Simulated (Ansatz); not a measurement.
**Rb on Au(100): change of the work function**

How does one ordered layer of Rb (hollow site) change the work function of Au(100), and what dipole does each adsorbate carry?

Program: Ansatz 0.2.0. Level of theory: plane-wave DFT, PBE, Ansatz PAW. Results are calculated unless marked as measured.

## (1) The structure

The cell holds 4 atoms: 4 Au. Cell: a = 2.885 Å, b = 2.885 Å, c = 24.120 Å, α = 90.0°, β = 90.0°, γ = 90.0°. Vacuum lies along c.

## (2) The clean slab

The bare slab comes first, as the zero from which every change is counted. The two lowest layers are held at bulk places and the upper ones relax. The dipole correction removes the false field that a one-sided slab makes across the periodic vacuum, so each face gets a flat vacuum level of its own.

Contents of input.yaml:

```yaml
crystal:
  lattice:
    - [2.8849956672, 0.0, 0.0]
    - [0.0, 2.8849956672, 0.0]
    - [0.0, 0.0, 24.12]
  atoms:
    - { symbol: Au, position: [0.5, 0.5, 0.3731343284] }
    - { symbol: Au, position: [0.0, 0.0, 0.4577114428] }
    - { symbol: Au, position: [0.5, 0.5, 0.5422885572] }
    - { symbol: Au, position: [0.0, 0.0, 0.6268656716] }
kpoints:
  mp_grid: { grid: [10, 10, 1] }
hamiltonian:
  xc: pbe
scf:
  occupations: { method: fermi_dirac, width: 0.1 }
  convergence: { dr2_threshold: 1.0e-08 }
efield:
  axis: 3
  dipole_correction: true
  ramp_position: 0.97
  ramp_width: 0.06
relax:
  f_tol: 0.02
  max_steps: 60
  constraints: [{ sites: [0, 1] }]
output:
  write_potential: true
  write_density: true
  volumetric_format: npy
```

Command:

```console
$ ansatz run input.yaml --threads 4 --pin off --max-ram 6144MiB --backend cpu --events-out ev --progress --plain --runs-dir out
```

Numbers of over 12 decimals in the logs are rounded to 6 here.

Output:

```text
Engine: ansatz 0.2.0, aarch64-unknown-linux-gnu
Pseudopotentials: kind: paw
Pseudopotential: Au, paw, valence charge 19, recommended cutoff 420 eV (normal), Au.paw.azcp
Functional definition: PBE
  parameter kappa = 0.804
  parameter beta = 0.066725
  exchange = pbe_x(kappa = kappa, mu = beta*pi^2/3)
  correlation = pbe_c(beta = beta)
Crystal: 4 atoms, lattice volume = 200.756 Å³
Basis set: ecut = 420 eV, 3901 PW (Γ), exchange–correlation on 40×40×324 points (8 copies of the dense FFT grid, shifted against one another)
Bands: 46, of which v1, the nominal top of the filled ones, is band 38 counted from 1 (37 counted from 0)
Symmetry: 8 space group operations
k-points: 21 of 100
Non-local potential: Au, projectors of the file, l = 0: 3, l = 1: 2, l = 2: 2, l = 3: 1
PAW form: soft (Blöchl's): semilocal exchange-correlation on the pseudo side does not see the compensation charge
PAW one-centre angular grid: Au, 590 points (default); XC on 64 Gauss nodes
Initial density: superposition of atomic densities (neutral atoms: chi_scale 0, normalization atom), corrected by the library's trained network
Initial wavefunctions: pseudopotential atomic-orbital guess
Functional: x = pbe(κ = 0.804, μ = 0.219515), c = pbe(β = 0.066725)
SCF iter   1: F=—  HF=-52596.391833 eV  |F-HF|=—  |Δ(HF+E_count)|=         —  Δρ=3.01e-3  dr2=2.11e-1  ethr=1.77e-3  p=0.000 e·Å  D=2.95e-13 V/Å  ΔV_dip=-0.00 eV  dr2_dipole=3.71e-8  V_vac-E_F(+/−)=4.70/4.70 eV  ⟨swp⟩=8.4  Hψ=4287  notcnv=0  defer=5
efield: sawtooth ramp at fractional position 0.9700 (set: `efield.ramp_position`, or a place that a band, a saddle search or an elastic batch's reference lends), width 0.0600; the density the first Hamiltonian is built on has a dipole p = 0.000 e·Å; the dipole correction subtracts the counter field D = 2.95e-13 V/Å, which shifts the + side's vacuum level by -0.00 eV against the − side's; the planar-averaged density in the ramp window peaks in size at 5.1e-6 e/Å³
preconditioner: auto → LDOS  [metal: Δε(μ)=0.207 eV  Ē_g=8.805 eV  σ=0.100 eV  W_gap=0.47  n_scr=44 (ndim 8)  ℏωp=17.4 eV  f_vac=0.605  D(μ)=1.37/eV (n_scr^D=8)  β→1.0]
SCF iter   2: F=—  HF=-52596.386553 eV  |F-HF|=—  |Δ(HF+E_count)|=   5.28e-3  Δρ=2.09e-3  dr2=3.57e-2  ethr=2.78e-4  p=-0.000 e·Å  D=-1.45e-5 V/Å  ΔV_dip=0.00 eV  dr2_dipole=5.88e-8  V_vac-E_F(+/−)=5.09/5.09 eV  ⟨swp⟩=2.2  Hψ=1577  notcnv=0  defer=32
SCF iter   3: F=—  HF=-52596.382423 eV  |F-HF|=—  |Δ(HF+E_count)|=   4.13e-3  Δρ=5.81e-4  dr2=1.22e-3  ethr=4.69e-5  p=-0.000 e·Å  D=-6.77e-6 V/Å  ΔV_dip=0.00 eV  dr2_dipole=5.93e-9  V_vac-E_F(+/−)=5.01/5.01 eV  ⟨swp⟩=2.0  Hψ=1391  notcnv=0  defer=32
SCF iter   4: F=—  HF=-52596.382357 eV  |F-HF|=—  |Δ(HF+E_count)|=   6.62e-5  Δρ=1.90e-4  dr2=1.25e-4  ethr=1.61e-6  p=-0.000 e·Å  D=-3.67e-6 V/Å  ΔV_dip=0.00 eV  dr2_dipole=1.11e-9  V_vac-E_F(+/−)=5.03/5.03 eV  ⟨swp⟩=3.0  Hψ=1942  notcnv=0  defer=32
SCF iter   5: F=—  HF=-52596.382351 eV  |F-HF|=—  |Δ(HF+E_count)|=   6.37e-6  Δρ=4.07e-5  dr2=4.53e-6  ethr=1.65e-7  p=-0.000 e·Å  D=-1.01e-6 V/Å  ΔV_dip=0.00 eV  dr2_dipole=3.21e-10  V_vac-E_F(+/−)=5.03/5.03 eV  ⟨swp⟩=2.1  Hψ=1444  notcnv=0  defer=32
SCF iter   6: F=—  HF=-52596.382319 eV  |F-HF|=—  |Δ(HF+E_count)|=   3.18e-5  Δρ=1.71e-5  dr2=8.48e-7  ethr=5.96e-9  p=-0.000 e·Å  D=-2.75e-7 V/Å  ΔV_dip=0.00 eV  dr2_dipole=7.32e-11  V_vac-E_F(+/−)=5.04/5.04 eV  ⟨swp⟩=3.1  Hψ=1939  notcnv=0  defer=30
SCF iter   7: F=—  HF=-52596.382319 eV  |F-HF|=—  |Δ(HF+E_count)|=   1.42e-7  Δρ=4.93e-6  dr2=3.67e-8  ethr=1.12e-9  p=-0.000 e·Å  D=-1.02e-8 V/Å  ΔV_dip=0.00 eV  dr2_dipole=1.02e-11  V_vac-E_F(+/−)=5.04/5.04 eV  ⟨swp⟩=2.0  Hψ=1396  notcnv=0  defer=30
SCF iter   8: F=-52596.382319 eV  HF=-52596.382319 eV  |F-HF|=1.81e-8  |Δ(HF+E_count)|=   6.30e-8  Δρ=1.29e-6  dr2=4.12e-9  ethr=1.32e-11  p=0.000 e·Å  D=6.73e-8 V/Å  ΔV_dip=-0.00 eV  dr2_dipole=4.12e-13  V_vac-E_F(+/−)=5.04/5.04 eV  ⟨swp⟩=10.1  Hψ=6767  notcnv=0
SCF 1 converged in 8 iterations: F = -52596.382319 eV  dr2 = 4.12e-9
  greatest PAW one-centre occupation: 1.000 electrons in one spin orbital (limit 2), on the Au atom at site 2 (counted from 0), in its partial waves of l = 0
relax step   1: F+E_penalty+E_count = -52596.38231929 eV  Δ(F+E_penalty+E_count) = +0.000e0 eV  max|allowed force component| = 3.398e-1 eV/Å  Δτ_max = 0.0000 Å  (8 SCF iters, accepted)
Initial density: handed on by an earlier stage of this run
Initial wavefunctions: those handed on with the density
iter 1 solved again at ethr=8.47e-5 eV; its pass at ethr=3.10e-3 eV (dr2=6.44e-2 eV) is discarded
SCF iter   1: F=—  HF=-52596.435963 eV  |F-HF|=—  |Δ(HF+E_count)|=         —  Δρ=5.45e-3  dr2=6.17e-2  ethr=8.47e-5  p=0.000 e·Å  D=2.49e-6 V/Å  ΔV_dip=-0.00 eV  dr2_dipole=3.62e-4  V_vac-E_F(+/−)=5.06/5.06 eV  ⟨swp⟩=1.9  Hψ=4163  notcnv=0  defer=29
efield: sawtooth ramp at fractional position 0.9700 (set: `efield.ramp_position`, or a place that a band, a saddle search or an elastic batch's reference lends), width 0.0600; the density the first Hamiltonian is built on has a dipole p = 0.000 e·Å; the dipole correction subtracts the counter field D = 2.49e-6 V/Å, which shifts the + side's vacuum level by -0.00 eV against the − side's; the planar-averaged density in the ramp window peaks in size at 7.0e-6 e/Å³
preconditioner: auto → LDOS  [metal: Δε(μ)=0.121 eV  Ē_g=8.793 eV  σ=0.100 eV  W_gap=0.29  n_scr=44 (ndim 8)  ℏωp=17.4 eV  f_vac=0.598  D(μ)=1.50/eV (n_scr^D=8)  β→1.0]
SCF iter   2: F=—  HF=-52596.437860 eV  |F-HF|=—  |Δ(HF+E_count)|=   1.90e-3  Δρ=3.97e-3  dr2=8.39e-2  ethr=8.12e-5  p=0.005 e·Å  D=4.64e-3 V/Å  ΔV_dip=-0.11 eV  dr2_dipole=1.00e-2  V_vac-E_F(+/−)=4.93/5.04 eV  ⟨swp⟩=2.1  Hψ=1696  notcnv=0  defer=29
SCF iter   3: F=—  HF=-52596.420271 eV  |F-HF|=—  |Δ(HF+E_count)|=   1.76e-2  Δρ=7.29e-4  dr2=2.04e-3  ethr=8.12e-5  p=-0.001 e·Å  D=-8.39e-4 V/Å  ΔV_dip=0.02 eV  dr2_dipole=3.80e-4  V_vac-E_F(+/−)=5.07/5.05 eV  ⟨swp⟩=2.0  Hψ=1587  notcnv=0  defer=29
SCF iter   4: F=—  HF=-52596.420157 eV  |F-HF|=—  |Δ(HF+E_count)|=   1.14e-4  Δρ=3.54e-4  dr2=5.55e-4  ethr=2.68e-6  p=-0.001 e·Å  D=-9.16e-4 V/Å  ΔV_dip=0.02 eV  dr2_dipole=7.86e-5  V_vac-E_F(+/−)=5.07/5.05 eV  ⟨swp⟩=2.4  Hψ=1633  notcnv=0  defer=29
SCF iter   5: F=—  HF=-52596.420050 eV  |F-HF|=—  |Δ(HF+E_count)|=   1.08e-4  Δρ=5.57e-5  dr2=1.69e-5  ethr=7.30e-7  p=-0.002 e·Å  D=-1.71e-3 V/Å  ΔV_dip=0.04 eV  dr2_dipole=2.58e-6  V_vac-E_F(+/−)=5.09/5.05 eV  ⟨swp⟩=2.0  Hψ=1447  notcnv=0  defer=29
SCF iter   6: F=—  HF=-52596.420035 eV  |F-HF|=—  |Δ(HF+E_count)|=   1.51e-5  Δρ=2.10e-5  dr2=1.30e-6  ethr=2.22e-8  p=-0.002 e·Å  D=-1.76e-3 V/Å  ΔV_dip=0.04 eV  dr2_dipole=3.38e-7  V_vac-E_F(+/−)=5.09/5.05 eV  ⟨swp⟩=3.1  Hψ=1692  notcnv=0  defer=29
SCF iter   7: F=—  HF=-52596.420033 eV  |F-HF|=—  |Δ(HF+E_count)|=   1.08e-6  Δρ=4.89e-6  dr2=3.70e-8  ethr=1.70e-9  p=-0.002 e·Å  D=-1.81e-3 V/Å  ΔV_dip=0.04 eV  dr2_dipole=2.46e-9  V_vac-E_F(+/−)=5.09/5.05 eV  ⟨swp⟩=2.0  Hψ=1399  notcnv=0  defer=32
SCF iter   8: F=-52596.420034 eV  HF=-52596.420034 eV  |F-HF|=9.74e-9  |Δ(HF+E_count)|=   8.69e-8  Δρ=1.41e-6  dr2=3.67e-9  ethr=1.32e-11  p=-0.002 e·Å  D=-1.82e-3 V/Å  ΔV_dip=0.04 eV  dr2_dipole=7.30e-11  V_vac-E_F(+/−)=5.09/5.05 eV  ⟨swp⟩=10.4  Hψ=6854  notcnv=0
SCF 2 converged in 8 iterations: F = -52596.420034 eV  dr2 = 3.67e-9
relax step   2: F+E_penalty+E_count = -52596.42003359 eV  Δ(F+E_penalty+E_count) = -3.771e-2 eV  max|allowed force component| = 3.102e-2 eV/Å  Δτ_max = 0.1954 Å  (8 SCF iters, accepted)
SCF iter   1: F=—  HF=-52596.420132 eV  |F-HF|=—  |Δ(HF+E_count)|=         —  Δρ=1.43e-4  dr2=6.86e-5  ethr=5.75e-7  p=-0.002 e·Å  D=-1.82e-3 V/Å  ΔV_dip=0.04 eV  dr2_dipole=9.22e-6  V_vac-E_F(+/−)=5.09/5.05 eV  ⟨swp⟩=3.0  Hψ=2210  notcnv=0  defer=30
efield: sawtooth ramp at fractional position 0.9700 (set: `efield.ramp_position`, or a place that a band, a saddle search or an elastic batch's reference lends), width 0.0600; the density the first Hamiltonian is built on has a dipole p = -0.002 e·Å; the dipole correction subtracts the counter field D = -1.82e-3 V/Å, which shifts the + side's vacuum level by +0.04 eV against the − side's; the planar-averaged density in the ramp window peaks in size at 6.2e-6 e/Å³
preconditioner: auto → LDOS  [metal: Δε(μ)=0.120 eV  Ē_g=8.793 eV  σ=0.100 eV  W_gap=0.29  n_scr=44 (ndim 8)  ℏωp=17.4 eV  f_vac=0.598  D(μ)=1.50/eV (n_scr^D=8)  β→1.0]
SCF iter   2: F=—  HF=-52596.420110 eV  |F-HF|=—  |Δ(HF+E_count)|=   2.13e-5  Δρ=9.97e-5  dr2=4.65e-5  ethr=9.03e-8  p=-0.002 e·Å  D=-1.98e-3 V/Å  ΔV_dip=0.05 eV  dr2_dipole=4.55e-6  V_vac-E_F(+/−)=5.09/5.05 eV  ⟨swp⟩=2.1  Hψ=1776  notcnv=0  defer=30
SCF iter   3: F=—  HF=-52596.420092 eV  |F-HF|=—  |Δ(HF+E_count)|=   1.85e-5  Δρ=2.15e-5  dr2=9.19e-7  ethr=6.12e-8  p=-0.002 e·Å  D=-1.88e-3 V/Å  ΔV_dip=0.05 eV  dr2_dipole=2.62e-9  V_vac-E_F(+/−)=5.09/5.05 eV  ⟨swp⟩=2.0  Hψ=1396  notcnv=0  defer=30
SCF iter   4: F=—  HF=-52596.420109 eV  |F-HF|=—  |Δ(HF+E_count)|=   1.75e-5  Δρ=5.59e-6  dr2=6.64e-8  ethr=1.21e-9  p=-0.002 e·Å  D=-1.89e-3 V/Å  ΔV_dip=0.05 eV  dr2_dipole=3.95e-10  V_vac-E_F(+/−)=5.09/5.05 eV  ⟨swp⟩=3.0  Hψ=1851  notcnv=0  defer=30
SCF iter   5: F=-52596.420109 eV  HF=-52596.420109 eV  |F-HF|=2.18e-11  |Δ(HF+E_count)|=   1.30e-8  Δρ=1.37e-6  dr2=6.30e-9  ethr=1.32e-11  p=-0.002 e·Å  D=-1.88e-3 V/Å  ΔV_dip=0.05 eV  dr2_dipole=5.83e-10  V_vac-E_F(+/−)=5.09/5.05 eV  ⟨swp⟩=10.0  Hψ=6682  notcnv=0
SCF 3 converged in 5 iterations: F = -52596.420109 eV  dr2 = 6.30e-9
relax step   3: F+E_penalty+E_count = -52596.42010929 eV  Δ(F+E_penalty+E_count) = -7.570e-5 eV  max|allowed force component| = 4.180e-3 eV/Å  Δτ_max = 0.0054 Å  (5 SCF iters, accepted)
NSCF: frozen V_eff on 21 k-points
the band table was solved once a step of the walk had ended and its energy, with any forces and stress, was formed, with the checks that follow a solve (5338 applications of the Hamiltonian). They found nothing against the state; the energy, forces and stress were not computed again (output.eigenvalues in the input reference)
WARN: The output density's exchange-correlation potential varies sharply where the density is thin. Do not read a vacuum level from v_tot or v_xc, or from such a field of the output density. On a cell that repeats whose density bears no net charge and no dipole along the vacuum's axis use v_es (v_loc + v_h of the components); under efield.dipole_correction with no amplitude use v_es + v_field, which holds any externa [...]
SCF converged after 5 iterations
Free energy (F): -52596.420109 eV
Harris-Foulkes:  -52596.420109 eV  (|F-HF|=2.18e-11)
Internal energy: -52596.372692 eV  (E = F + TS)
E sigma→0 (E₀):  -52596.396400 eV
Entropy (-TS):   -0.047418 eV (-11.854 meV/atom)
Fermi energy:    3.627991 eV
Dipole field:    D = -0.001852 V/Å  (p = -0.002054 e·Å, saw-weighted, corrected)
Work function:   Φ+ = 5.0905 eV   Φ− = 5.0459 eV
Levels:          The Fermi level and band energies are counted from a zero that moves with the ramp; work functions are not
--- Per-component energies (eV) ---
  E_band       = -2092.574937
  E_kinetic    = 2416.931505
  E_local      = -116227.908648  (includes V_loc(G=0)·N_el)
  E_nonlocal   = 297.917602
  E_hartree    = 56982.721586
  E_xc         = -909.295826
  E_vxc        = -1097.002378  (∫ρ·V_xc dr)
  E_paw        = -38827.751313  (= ΣΔE_a)
  E_vpaw       = -1447.957864  (= ΣTr[D̂ρ^β])
  E_aug_tail   = 0.005771  (compensation charges beyond the density's cutoff)
  E_efield     = 0.000002  (sawtooth field / dipole correction)
  E_vefield    = 0.010616  (∫n·V_field dr)
  E_ewald      = 43671.006630
  E_smearing   = -0.047418  (= −TS)
  E_closure    = 0.000000  (closes the sum)
  Σ components = -52596.420109   (vs F -52596.420109, Δ=0.00e0)
--- Forces (eV/Å), atoms counted from 1 ---
  atom   1  Au    -0.00000000    -0.00000000    -0.33440998
  atom   2  Au     0.00000000    -0.00000000     0.33592128
  atom   3  Au    -0.00000000    -0.00000000    -0.00418017
  atom   4  Au     0.00000000    -0.00000000     0.00270838
  max |Σ_I F_I| component: 3.95e-5 eV/Å
--- Band table (eV; the first three rows and the last of 21) ---
  k-point 0: bands = [... 34 lower, 1.2703, 1.6682, 1.7591, 1.8259, 1.8259, 3.0709, 4.8215, 8.4417, ... 4 higher]
  k-point 1: bands = [... 34 lower, 1.4471, 1.5201, 1.6488, 1.6665, 1.8696, 3.4763, 5.3920, 8.5893, ... 4 higher]
  k-point 2: bands = [... 34 lower, 1.2997, 1.3405, 1.6430, 1.8266, 2.0000, 4.3013, 6.6246, 8.9317, ... 4 higher]
  k-point 20: bands = [... 34 lower, 2.4603, 2.5465, 5.9560, 5.9560, 8.1511, 8.1511, 8.8238, 8.8336, ... 4 higher]
--- Relaxed structure (3 steps of the walk, 3 accepted, 0 SCFs on fresh bases) ---
  F+E_penalty+E_count = -52596.42010929 eV   max|allowed force component| = 4.180e-3 eV/Å
  atoms:
    - { symbol: Au, position: [0.5, 0.5, 0.373134] }
    - { symbol: Au, position: [0.0, 0.0, 0.457711] }
    - { symbol: Au, position: [0.5, 0.5, 0.546806] }
    - { symbol: Au, position: [1.2975461373141205e-17, 0.0, 0.634854] }
```

Elapsed: 11 s, on 4 threads of Arm Neoverse V2, shared host; peak memory 0.54 GiB; 42 s of CPU time.

Relaxation path:

```
step  energy less that of the first step (eV)  largest force component (eV/Å)
   1                                   0.0000                          0.3398
   2                                  -0.0377                          0.0310
   3                                  -0.0378                          0.0042
```

Forces are held to the 8 operations that the run works with; a distortion that breaks them can't arise in this run.

The atoms that moved most (Å):

```
atom     dx     dy     dz  length
 Au4  0.000  0.000  0.193   0.193
 Au3  0.000  0.000  0.109   0.109
```

This step gave:

```yaml
energy_at_zero_smearing: -52596.3964 eV
work_function_upper_face: 5.091 eV
work_function_lower_face: 5.046 eV
dipole_along_the_normal: -0.002054 e·Å
step_between_the_vacuum_levels: 0.04467 eV
```

Running mean over 2.04 Å of the planar mean; the ramp of the sawtooth is left out. Table of electron's electrostatic potential energy less the Fermi level by z:

z (Å), electron's electrostatic potential energy less the Fermi level (eV) and a bar from the least value:
```
        3       5.05 ##############################
        4       5.05 ##############################
        5       5.04 ##############################
        6       5.00 ##############################
        7       4.39 ############################
        8      -2.01 ##############
        9      -8.01 #
       10      -8.56 
       11      -8.60 
       12      -7.75 ##
       13      -8.38 
       14      -7.86 ##
       15      -7.95 #
       16      -4.69 #########
       17       3.41 ##########################
       18       5.00 ##############################
       19       5.08 ##############################
       20       5.09 ##############################
       21       5.09 ##############################
```

The relaxation took 3 steps and lowered the energy by 0.038 eV; the largest force on the free atoms ends at 0.0042 eV/Å.

The work function of the upper face is 5.09 eV.

(Continued in part 2 of 4.)

[Logs are printed without paths, hosts, clocks, repeated set-up lines and the standing remarks that a program may print on its own settings, such as how far it seeks lower states.]

[Hosts, paths, dates, database ids (printed as entryN), source tags and the programs' standing remarks are cut or masked in the printed files.]

[Maps of the electrostatic potential energy from Ansatz leave out the sawtooth potential of an applied field or a dipole correction, so their vacuum need not be flat; planar profiles and work functions include it.]
